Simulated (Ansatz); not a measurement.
Rows from a G0W0 calculation on PtSe2/PtSe2 (1T multilayer) (Ansatz 0.2.0; G0W0 on LDA, plane waves, PAW; 6×6×1 mesh, 600 empty bands, screening to 70 eV), in eV. Spin-orbit coupling is left out.

| row | Σx | Σc | Vxc | Z |
| --- | --- | --- | --- | --- |
| A | -17.84 | 1.26 | -16.63 | 0.72 |
| B | -16.31 | 0.34 | -16.12 | 0.73 |
| C | -17.21 | -2.72 | -20.58 | 0.71 |
| D | -17.04 | -2.79 | -20.51 | 0.72 |
| E | -24.07 | 3.04 | -21.05 | 0.70 |

Which rows are filled states and which are empty ones, and how can one tell?

Filled: A, B and E. Empty: C and D. The sign of Σc tells: for a filled state bare exchange, which holds its interaction with itself, lies below Vxc (Σx − Vxc is -0.2 eV or lower here) and screening gives part back as a positive Σc. For an empty state Σx lies above Vxc (+3.4 eV or more) and the Coulomb hole leaves Σc negative.

[Runs of the session that timed out or met a known fault of the program may be left out.]

[Cells called generated may have been cut or substituted from an entry of the Crystallography Open Database or the Materials Project.]

[Hosts, paths, dates, database ids (printed as entryN), source tags and the programs' standing remarks are cut or masked in the printed files.]
